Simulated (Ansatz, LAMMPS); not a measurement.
**Forces and charges in Li+ triflate in propylene carbonate and dimethoxyethane at 330 K (166 atoms)**

Wanted: forces, charges and levels of Li+ triflate in propylene carbonate and dimethoxyethane at 330 K (166 atoms).

Main program and level: Ansatz 0.2.0; Kohn-Sham DFT, LDA, PAW (set soft_2), plane waves.

### 1. The starting structure

The cell holds 166 atoms: 42 C, 30 O, 84 H, 2 S, 6 F and 2 Li. Cell: a = 12.334 Å, b = 12.334 Å, c = 12.334 Å, α = 90.0°, β = 90.0°, γ = 90.0°. 4 propylene carbonate, 6 dimethoxyethane, 2 Li+, 2 triflate placed at random, at 1.12 g/cm³; overlaps pushed apart, then 10 ps at 550 K with Joung-Cheatham ions (J. Phys. Chem. B 112, 9020 (2008)); MMFF94 bonds, angles, torsions, charges and radii (Halgren, J. Comput. Chem. 17, 490 (1996)) in harmonic and 12-6 forms; charges of ions scaled by 0.8. Snapshot after 30 ps at 330 K and fixed volume.

What the set-up can't give: The network of contacts between molecules at the start is that of the classical potential that made the cell, and needn't be the one that DFT or experiment would give. The functional has no dispersion term, which matters for the binding between molecules or layers, where LDA binds through overlap of densities alone. The density was typed from a rule of thumb and may lie off the real one at this temperature. The Brillouin zone is sampled at Γ only, in a cell whose shortest periodic width is 12 Å.

### 2. The classical run that made the cell

A classical potential makes the cell, at a small fraction of what the same run would cost in DFT.

This step: classical MD, Joung-Cheatham ions (J. Phys. Chem. B 112, 9020 (2008)); MMFF94 bonds, angles, torsions, charges and radii (Halgren, J. Comput. Chem. 17, 490 (1996)) in harmonic and 12-6 forms; charges of ions scaled by 0.8 (LAMMPS 22 Jul 2025 - Update 4).

The input, in.lmp:

```
# Li+ triflate in propylene carbonate and dimethoxyethane
units real
atom_style full
boundary p p p
bond_style harmonic
angle_style harmonic
dihedral_style opls
improper_style harmonic
special_bonds lj 0 0 0.5 coul 0 0 0.75
read_data data.lmp
neigh_modify delay 0 every 1 check yes one 4000
comm_modify cutoff 12.0
timestep 0.5
thermo_style custom step time temp pe press density
thermo_modify norm yes
# push overlapping molecules apart
pair_style soft 2.6
pair_coeff * * 0.0
variable a equal ramp(1,60)
fix ad all adapt 1 pair soft a * * v_a
velocity all create 550 849355 mom yes dist gaussian
fix lim all nve/limit 0.03
fix lan all langevin 550 550 50 849356 zero yes
thermo 1000
run 3000 post no
unfix ad
pair_style lj/cut/coul/long 9.0
pair_modify mix arithmetic tail yes
pair_coeff 1 1 0.0678 3.3680   # C
pair_coeff 2 2 0.0763 3.0430   # O
pair_coeff 3 3 0.0216 2.5400   # H
pair_coeff 4 4 0.0678 3.4070   # C
pair_coeff 5 5 0.0763 2.9870   # O
pair_coeff 6 6 0.0763 3.0960   # O
# [... 21 lines left out ...]
compute msd all msd com yes
thermo 7500
fix md all nvt temp 330 330 100
run 30000 post no
print "== T330: mean square displacement over the hold $(c_msd[4]:%.2f) A^2"
unfix md
uncompute msd
write_dump all custom T330.dump id type xs ys zs modify sort id
```

Command:

```console
$ lmp -in in.lmp -log none -nocite
```

Numbers of over 12 decimals in the logs are rounded to 6 here.

Log:

```text
LAMMPS (22 Jul 2025 - Update 4)
Reading data file ...
  orthogonal box = (0 0 0) to (12.3342 12.3342 12.3342)
  166 atoms
  orthogonal box = (0 0 0) to (12.3342 12.3342 12.3342)
  156 bonds
  272 angles
  256 dihedrals
  4 impropers
WARNING: Bond/angle/dihedral extent > half of periodic box length
   Step          Time           Temp          PotEng         Press         Density
         0   0              550            0.7411821     -3459.657       1.1159987
      1000   500            506.21535      2.1678907      29264.401      1.1159987
      2000   1000           469.73134      2.1281756      16483.62       1.1159987
      3000   1500           569.17354      1.929313       17394.498      1.1159987
Loop time of 0.244094 s on 1 MPI rank(s) for 3000 steps with 166 atoms
PPPM initialization ...
WARNING: System is not charge neutral, net charge = -0.00016
  G vector (1/distance) = 0.30440672
  grid = 8 8 8
  estimated relative force accuracy = 1.8854797e-05
   Step          Time           Temp          PotEng         Press         Density
      3000   1500           569.17354      2.3255981      3853.0807      1.1159987
      3100   1550           569.17354      0.3353803      6836.0111      1.1159987
      3200   1600           569.17354      0.023334403    5775.6068      1.1159987
[... 4 lines left out ...]
  Energy initial, next-to-last, final =
      2.32559814594888 -0.088814905225863 -0.0901072945487982
  Force two-norm initial, final = 538.51227 18.618922
  Iterations, force evaluations = 300 590
   Step          Time           Temp          PotEng         Press         Density
         0   0              550           -0.090107295    5036.09        1.1159987
      1000   500            488.91486      1.39687        11545.474      1.1159987
      2000   1000           495.76327      1.3387429     -13.250583      1.1159987
Loop time of 0.720339 s on 1 MPI rank(s) for 2000 steps with 166 atoms
   Step          Time           Temp          PotEng         Press         Density
      2000   1000           495.76327      1.3387429     -13.250583      1.1159987
[... 5 lines left out ...]
Loop time of 4.02228 s on 1 MPI rank(s) for 10000 steps with 166 atoms
   Step          Time           Temp          PotEng         Press         Density
[... 4 lines left out ...]
Loop time of 1.98376 s on 1 MPI rank(s) for 5000 steps with 166 atoms
   Step          Time           Temp          PotEng         Press         Density
[... 2 lines left out ...]
     30000   29000          334.14202      0.75824212     1998.0014      1.1159987
     37500   36500          306.62599      0.72736094    -1539.5809      1.1159987
     45000   44000          324.25408      0.52606266    -908.74094      1.1159987
     47000   46000          340.46414      0.59049117    -1319.8594      1.1159987
Loop time of 11.4652 s on 1 MPI rank(s) for 30000 steps with 166 atoms
== T330: mean square displacement over the hold 12.80 A^2
```

Elapsed: 19 s, on 1 thread of AMD EPYC 9R45, shared host; peak memory 0.13 GiB.

The input also reads data.lmp (atoms, bonds and types; not printed here).

### 3. Plane-wave single point

One self-consistent run at the given positions yields energy and forces.

The input, input.yaml:

```yaml
crystal:
  lattice:
    - [12.3342, 0.0, 0.0]
    - [0.0, 12.3342, 0.0]
    - [0.0, 0.0, 12.3342]
  atoms:
    - { symbol: C, position: [0.78351, 0.11088, 0.12958] }
    - { symbol: O, position: [0.68635, 0.07733, 0.18121] }
    - { symbol: C, position: [0.6858, 0.96818, 0.21566] }
    - { symbol: C, position: [0.59436, 0.96299, 0.3045] }
    - { symbol: O, position: [0.57048, 0.85219, 0.33071] }
    - { symbol: C, position: [0.51021, 0.85764, 0.42741] }
    - { symbol: H, position: [0.83981, 0.11409, 0.19664] }
    - { symbol: H, position: [0.77043, 0.19658, 0.09663] }
    - { symbol: H, position: [0.81213, 0.05684, 0.06675] }
    - { symbol: H, position: [0.76187, 0.96247, 0.25474] }
    - { symbol: H, position: [0.65678, 0.90986, 0.15118] }
    - { symbol: H, position: [0.52026, 0.99985, 0.26408] }
    - { symbol: H, position: [0.62175, 0.00736, 0.37742] }
    - { symbol: H, position: [0.5475, 0.89434, 0.5004] }
    - { symbol: H, position: [0.47474, 0.77446, 0.44408] }
    - { symbol: H, position: [0.43623, 0.90576, 0.41323] }
    - { symbol: C, position: [0.48226, 0.22726, 0.42978] }
    - { symbol: O, position: [0.50781, 0.15393, 0.51298] }
    - { symbol: C, position: [0.47048, 0.20228, 0.6098] }
    - { symbol: C, position: [0.35146, 0.2018, 0.636] }
    - { symbol: O, position: [0.30829, 0.30546, 0.67028] }
    - { symbol: C, position: [0.19081, 0.29297, 0.68606] }
    - { symbol: H, position: [0.51819, 0.19175, 0.3537] }
    - { symbol: H, position: [0.52497, 0.30325, 0.45199] }
    - { symbol: H, position: [0.39724, 0.23946, 0.42872] }
    - { symbol: H, position: [0.50208, 0.28655, 0.61325] }
    - { symbol: H, position: [0.51705, 0.16309, 0.67298] }
    - { symbol: H, position: [0.33746, 0.14142, 0.69275] }
    - { symbol: H, position: [0.30865, 0.18105, 0.56029] }
    - { symbol: H, position: [0.17903, 0.23464, 0.75498] }
    - { symbol: H, position: [0.15325, 0.2546, 0.61388] }
    - { symbol: H, position: [0.16092, 0.37549, 0.69653] }
    [... 128 atom lines left out ...]
    - { symbol: C, position: [0.69994, 0.43123, 0.75279] }
    - { symbol: F, position: [0.67198, 0.34934, 0.82704] }
    - { symbol: F, position: [0.79784, 0.41066, 0.72091] }
    - { symbol: F, position: [0.63101, 0.42407, 0.66486] }
    - { symbol: Li, position: [0.48891, 0.71055, 0.87971] }
    - { symbol: Li, position: [0.88433, 0.64375, 0.94562] }
kpoints:
  mp_grid: { grid: [1, 1, 1] }
hamiltonian:
  xc: lda
scf:
  occupations: { method: gaussian, width: 0.025 }
output:
  forces: true
  stress: true
  populations: intrinsic
  dos:
    method: { smearing: { sigma: 0.1 } }
    de: 0.1
    projected: { site_lists: { C: [C], F: [F], H: [H], Li: [Li], O: [O] } }
  eigenvalues: true
  write_density: true
  write_potential: true
  volumetric_format: npy
```

Command:

```console
$ ansatz run input.yaml --threads 8 --pin off --max-ram 15872MiB --backend cpu --events-out ev --progress --plain --runs-dir out
```

Log:

```text
Engine: ansatz 0.2.0, x86_64-unknown-linux-gnu
Pseudopotentials: kind: paw
Pseudopotential: C, paw, valence charge 4, recommended cutoff 420 eV (normal), C.paw.azcp
Pseudopotential: O, paw, valence charge 6, recommended cutoff 420 eV (normal), O.paw.azcp
Pseudopotential: H, paw, valence charge 1, recommended cutoff 420 eV (normal), H.paw.azcp
Pseudopotential: S, paw, valence charge 6, recommended cutoff 420 eV (normal), S.paw.azcp
Pseudopotential: F, paw, valence charge 7, recommended cutoff 420 eV (normal), F.paw.azcp
Pseudopotential: Li, paw, valence charge 3, recommended cutoff 420 eV (normal), Li.paw.azcp
Functional definition: SPW92
  exchange = slater_x
  correlation = pw_c
Crystal: 166 atoms, lattice volume = 1876.433 Å³
Basis set: ecut = 420 eV, 36449 PW (Γ)
Bands: 412, of which v1, the nominal top of the filled ones, is band 246 counted from 1 (245 counted from 0)
Symmetry: 1 space group operations
Space group: P1 (ITA 1), of the structure as read, at distance tolerance 1.2e-4 Å
k-points: 1
Non-local potential: C, projectors of the file, l = 0: 2, l = 1: 2, l = 2: 1
Non-local potential: O, projectors of the file, l = 0: 2, l = 1: 2, l = 2: 1
Non-local potential: H, projectors of the file, l = 0: 2, l = 1: 1
Non-local potential: S, projectors of the file, l = 0: 2, l = 1: 2, l = 2: 2
Non-local potential: F, projectors of the file, l = 0: 2, l = 1: 2, l = 2: 1
Non-local potential: Li, projectors of the file, l = 0: 3, l = 1: 2, l = 2: 1
PAW form: soft (Blöchl's): semilocal exchange-correlation on the pseudo side does not see the compensation charge
PAW frozen core: C, regenerated for the run's functional, and the local potential with it (the file was generated under x = pbe(κ = 0.804, μ = 0.219515), c = pbe(β = 0.066725))
PAW frozen core: O, regenerated for the run's functional, and the local potential with it (the file was generated under x = pbe(κ = 0.804, μ = 0.219515), c = pbe(β = 0.066725))
PAW frozen core: S, regenerated for the run's functional, and the local potential with it (the file was generated under x = pbe(κ = 0.804, μ = 0.219515), c = pbe(β = 0.066725))
PAW frozen core: F, regenerated for the run's functional, and the local potential with it (the file was generated under x = pbe(κ = 0.804, μ = 0.219515), c = pbe(β = 0.066725))
PAW one-centre angular grid: C, 110 points (default); XC on 64 Gauss nodes
PAW one-centre angular grid: O, 110 points (default); XC on 64 Gauss nodes
PAW one-centre angular grid: H, 110 points (default); XC on 64 Gauss nodes
PAW one-centre angular grid: S, 110 points (default); XC on 64 Gauss nodes
PAW one-centre angular grid: F, 110 points (default); XC on 64 Gauss nodes
PAW one-centre angular grid: Li, 110 points (default); XC on 64 Gauss nodes
Initial density: superposition of atomic densities (neutral atoms: chi_scale 0, normalization atom), corrected by the library's trained network
Initial wavefunctions: pseudopotential atomic-orbital guess
Functional: x = slater, c = lda
SCF iter   1: F=—  HF=-35060.307060 eV  |F-HF|=—  |Δ(HF+E_count)|=         —  Δρ=1.00e-2  dr2=1.50e0  ethr=1.77e-3  ⟨swp⟩=5.0  Hψ=1747  notcnv=0  defer=141
preconditioner: auto → Resta (q_TF=auto, 2.183 Å⁻¹)  ε∞=2.4  [insulator: Δε(μ)=4.468 eV  Ē_g=15.618 eV  σ=0.025 eV  W_gap=1.00  n_scr=340 (ndim 8)  ℏωp=18.5 eV  f_vac=0.294  D(μ)=0.00/eV (n_scr^D=0)  ε∞_Penn≈2.4]
SCF iter   2: F=—  HF=-35059.854852 eV  |F-HF|=—  |Δ(HF+E_count)|=   4.52e-1  Δρ=4.11e-3  dr2=2.86e-1  ethr=3.04e-4  ⟨swp⟩=2.0  Hψ=638  notcnv=0  defer=159
SCF iter   3: F=—  HF=-35059.776383 eV  |F-HF|=—  |Δ(HF+E_count)|=   7.85e-2  Δρ=1.94e-3  dr2=7.76e-2  ethr=5.81e-5  ⟨swp⟩=4.0  Hψ=508  notcnv=0  defer=159
SCF iter   4: F=—  HF=-35059.757514 eV  |F-HF|=—  |Δ(HF+E_count)|=   1.89e-2  Δρ=5.89e-4  dr2=9.90e-3  ethr=1.58e-5  ⟨swp⟩=2.0  Hψ=710  notcnv=0  defer=159
SCF iter   5: F=—  HF=-35059.756354 eV  |F-HF|=—  |Δ(HF+E_count)|=   1.16e-3  Δρ=3.31e-4  dr2=2.50e-3  ethr=2.01e-6  ⟨swp⟩=2.0  Hψ=497  notcnv=0  defer=159
SCF iter   6: F=—  HF=-35059.756226 eV  |F-HF|=—  |Δ(HF+E_count)|=   1.29e-4  Δρ=1.75e-4  dr2=5.87e-4  ethr=5.08e-7  ⟨swp⟩=2.0  Hψ=492  notcnv=0  defer=159
SCF iter   7: F=—  HF=-35059.756198 eV  |F-HF|=—  |Δ(HF+E_count)|=   2.76e-5  Δρ=4.60e-5  dr2=4.14e-5  ethr=1.19e-7  ⟨swp⟩=2.0  Hψ=491  notcnv=0  defer=159
SCF iter   8: F=—  HF=-35059.759221 eV  |F-HF|=—  |Δ(HF+E_count)|=   3.02e-3  Δρ=2.50e-5  dr2=1.06e-5  ethr=8.42e-9  ⟨swp⟩=2.0  Hψ=648  notcnv=0  defer=159
SCF iter   9: F=—  HF=-35059.759225 eV  |F-HF|=—  |Δ(HF+E_count)|=   3.58e-6  Δρ=8.60e-6  dr2=1.38e-6  ethr=2.16e-9  ⟨swp⟩=2.0  Hψ=494  notcnv=0  defer=159
SCF iter  10: F=—  HF=-35059.759226 eV  |F-HF|=—  |Δ(HF+E_count)|=   1.13e-6  Δρ=3.47e-6  dr2=2.57e-7  ethr=2.81e-10  ⟨swp⟩=2.0  Hψ=483  notcnv=0  defer=159
SCF iter  11: F=-35059.759226 eV  HF=-35059.759226 eV  |F-HF|=2.11e-8  |Δ(HF+E_count)|=   2.62e-7  Δρ=2.10e-6  dr2=8.13e-8  ethr=2.03e-11  ⟨swp⟩=21.0  Hψ=3889  notcnv=0
SCF 1 converged in 11 iterations: F = -35059.759226 eV  dr2 = 8.13e-8
  greatest PAW one-centre occupation: 1.000 electrons in one spin orbital (limit 2), on the Li atom at site 164 (counted from 0), in its partial waves of l = 0
SCF converged after 11 iterations
Free energy (F): -35059.759226 eV
Harris-Foulkes:  -35059.759226 eV  (|F-HF|=2.11e-8)
Internal energy: -35059.759226 eV  (E = F + TS)
E sigma→0 (E₀):  -35059.759226 eV
Fermi energy:    1.161291 eV
--- Per-component energies (eV) ---
  E_band       = -4570.654787
  E_kinetic    = 11697.218388
  E_local      = -45344.329685  (includes V_loc(G=0)·N_el)
  E_nonlocal   = 3264.663125
  E_hartree    = 17367.179209
  E_xc         = -5548.254142
  E_vxc        = -6997.128741  (∫ρ·V_xc dr)
  E_paw        = -10622.251799  (= ΣΔE_a)
  E_vpaw       = -1925.406445  (= ΣTr[D̂ρ^β])
  E_aug_tail   = -0.023379  (compensation charges beyond the density's cutoff)
  E_ewald      = -5880.493459
  E_core_change = 6.532515  (= ΣΔE_core)
  E_smearing   = -0.000000  (= −TS)
  E_closure    = 0.000000  (closes the sum)
  Σ components = -35059.759226   (vs F -35059.759226, Δ=0.00e0)
--- Forces (eV/Å), atoms counted from 1 ---
  atom   1  C     -1.37394847     1.11057282     0.82970664
  atom   2  O     -0.87831645     0.05013688    -1.08743192
  atom   3  C     -2.86657078     1.10685775     0.49138379
  atom   4  C      0.61377118    -0.75961223    -1.83846407
  atom   5  O      0.51218397     1.50338353     0.74453037
  atom   6  C     -1.57626217    -1.46410543    -0.29171708
  atom   7  H      1.23499449     0.22735874     0.17818042
  atom   8  H      0.18098981    -1.16485034     0.37718995
  atom   9  H      0.14275498    -0.47419218    -0.59301500
  atom  10  H      1.62052277    -1.39156658     0.48791774
  atom  11  H      0.99235966     0.27324971     0.28684776
  atom  12  H      0.49697812    -0.02248864     0.66967686
  atom  13  H     -0.27350296     0.13266630     0.01643243
  atom  14  H      0.52436043    -0.21391456    -0.23277086
[...]
atom 165  Li     0.10530670     0.00088960    -0.15864848
  atom 166  Li     0.08116479    -0.37508295     0.36068013
  max |Σ_I F_I| component: 1.43e-4 eV/Å
--- Stress (GPa, compression-positive) ---
        0.309900      -0.127140       0.285119
       -0.127140      -1.922911      -0.499043
        0.285119      -0.499043      -1.524172
  P = ⅓ Tr σ = -1.0457 GPa (-10.457 kbar)
--- Band table (eV) ---
  k-point 0: bands = ["-43.4813", "-43.0271", "-28.8127", "-28.0244", [... 396 levels ...], "10.0960", "10.1094", "10.1404", "10.2186", "10.2363", "10.3018", "10.3462", "10.3725", "10.3979", "10.4319", "10.4427", "10.5171"]
--- intrinsic populations: 166 sites ---
  site symbol       q [e]
     0      C      4.3126
     1      O      6.3999
     2      C      4.1412
[...]
165     Li      2.2516
  spilling = -0.000000 (of n_electrons = 492.000000)
```

Elapsed: 7.7 s, on 8 threads of AMD EPYC 9R45, shared host; peak memory 2.5 GiB.

The column dr2 measures how far the density is from self-consistency, as an energy; F and HF (Harris–Foulkes) agree once it is small.

The run gave:

- free energy: -35059.7592 eV
- free energy per atom: -211.2034 eV/atom
- SCF cycles: 11
- pressure: -1.046 GPa
- r.m.s. force component: 0.9126 eV/Å
- longest force: 4.786 eV/Å
- Fermi energy: 1.161 eV
- gap (highest filled to lowest empty level): 3.821 eV

Neighbours are counted within 1.34 Å (H-C), 1.85 Å (C-C), 1.73 Å (C-O), 1.62 Å (C-F), 2.21 Å (C-S), 2.27 Å (O-Li), 1.88 Å (O-S).

Length of the force by element and coordination:

```tsv
element	coordination	atoms	mean length of the force (eV/Å)	spread	least	most
C	all	42	2.00	0.878	0.462	4.79
C	3	4	2.84	1.01	1.78	4.49
C	4	38	1.91	0.815	0.462	4.79
F	all	6	1.27	0.621	0.619	2.45
H	all	84	0.912	0.599	0.107	3.88
Li	all	2	0.358	0.168	0.190	0.527
O	all	30	1.61	0.737	0.296	3.52
O	1	6	1.59	0.717	1.10	3.17
O	2	20	1.55	0.748	0.296	3.52
O	3	4	1.95	0.614	1.32	2.79
S	all	2	1.87	0.672	1.20	2.54
```

Intrinsic-atomic-orbital charges by element and coordination:

```tsv
element	coordination	atoms	mean charge (e)	spread	least	most
C	all	42	-0.111	0.330	-0.559	0.649
C	3	4	0.641	0.0069	0.634	0.649
C	4	38	-0.190	0.233	-0.559	0.563
F	all	6	-0.264	0.0214	-0.284	-0.219
H	all	84	0.181	0.0182	0.143	0.226
Li	all	2	0.749	5.0e-4	0.748	0.749
O	all	30	-0.498	0.231	-0.968	-0.290
O	1	6	-0.787	0.218	-0.962	-0.460
O	2	20	-0.429	0.185	-0.968	-0.290
O	3	4	-0.412	0.0147	-0.426	-0.388
S	all	2	2.23	0.0096	2.22	2.24
```

Density of states as counts of states in windows of 1 eV (from the Fermi level), total and the larger projections:

```tsv
from (eV)	to (eV)	total	C p	O p	H s	F p
-10	-9	25.8	10.6	8.0	3.8	0.4
-9	-8	44.0	17.0	13.3	5.7	3.8
-8	-7	53.6	18.1	15.8	7.1	8.8
-7	-6	48.1	18.0	11.5	8.6	7.3
-6	-5	41.9	17.3	11.6	9.7	1.7
-5	-4	43.5	12.2	21.9	6.8	0.5
-4	-3	33.3	4.9	22.9	3.8	0.3
-3	-2	20.3	1.8	14.5	3.4	0.1
-2	-1	3.8	0.3	2.8	0.6	0.0
-1	1	0.0	0.0	0.0	0.0	0.0
1	2	1.9	0.9	0.7	0.1	0.0
2	3	16.9	4.8	2.7	3.1	0.2
3	4	34.8	8.0	1.8	7.8	0.4
4	5	39.8	8.9	2.3	8.3	0.5
```

Between -26 and -10 eV lie 156 more states.

The stored curve holds about 471 of the 492 electrons; the rest, give or take the few that broadening carries across the Fermi level, lie in deeper levels below its range.

Not all projections were asked for or kept, so they needn't add up to the total.

The levels nearest the highest filled one (over half full), pooled over k-points and spins:

```tsv
level less the highest filled one (eV)	occupation
-0.503	2
-0.414	2
-0.232	2
-0.155	2
-0.0135	2
0	2
3.82	0
4.05	0
4.21	0
4.42	0
4.50	0
4.62	0
```

Valence density in the bc plane at fractional x = 0.179, with atoms of C and H and O and F within 0.2 Å of it. It is the smooth field of the valence electrons, not physical close to the nuclei.

Ten steps, logarithmic in the rise over the least value, from '0' (0.00 × 1e0 e/Å³) to '9' (9.71 × 1e0 e/Å³), each cell a mean:
```
00111100000000000000000010000000000
00112210000000000000001111000000000
00011100000000000000012332100000000
00000000000000000000012453100000000
00000001221100000000001232000000000
21000014554322100000000000000000123
42000013566554310000000000000001356
42110012466665310000000000000012456
42211012465432100000000000000012465
31110002343211111000000000000012565
10000000111101356420000000000001343
00000000122222699841000000000000010
00000000268754688731000000000000000
00000001389975665310000000000000000
11100000257655654210000000000000001
33210000012224443212210000000000012
33212210000011222223331000000000012
44322210000011111123321000000000013
67643210000011111111110000000000124
89853211000011110000000000000000025
67642223210000000000000000000000014
22211245420000000000000000000000001
00000134310000000000000111000000000
00000011100000000000000111000000000
```
Columns run along b (12.3 Å), rows up along c (12.3 Å). Atoms in or near the plane, at fractional coordinates: C at (0.29, 0.69), H at (0.23, 0.75), H at (0.69, 0.84), O at (0.03, 0.18), H at (0.21, 0.08), H at (0.97, 0.72), H at (0.95, 0.59), C at (0.41, 0.41), F at (0.30, 0.43), F at (0.46, 0.50).

(Continued in part 2 of 2.)

[Logs are printed without paths, hosts, clocks, repeated set-up lines and the standing remarks that a program may print on its own settings, such as how far it seeks lower states.]

[Hosts, paths, dates, database ids (printed as entryN), source tags and the programs' standing remarks are cut or masked in the printed files.]

[The MMFF94 radii named for the starting cell were scaled by 0.96; in molecules described by MMFF94, hydrogen bound to N, O or S took a small fixed 12-6 site in their place.]
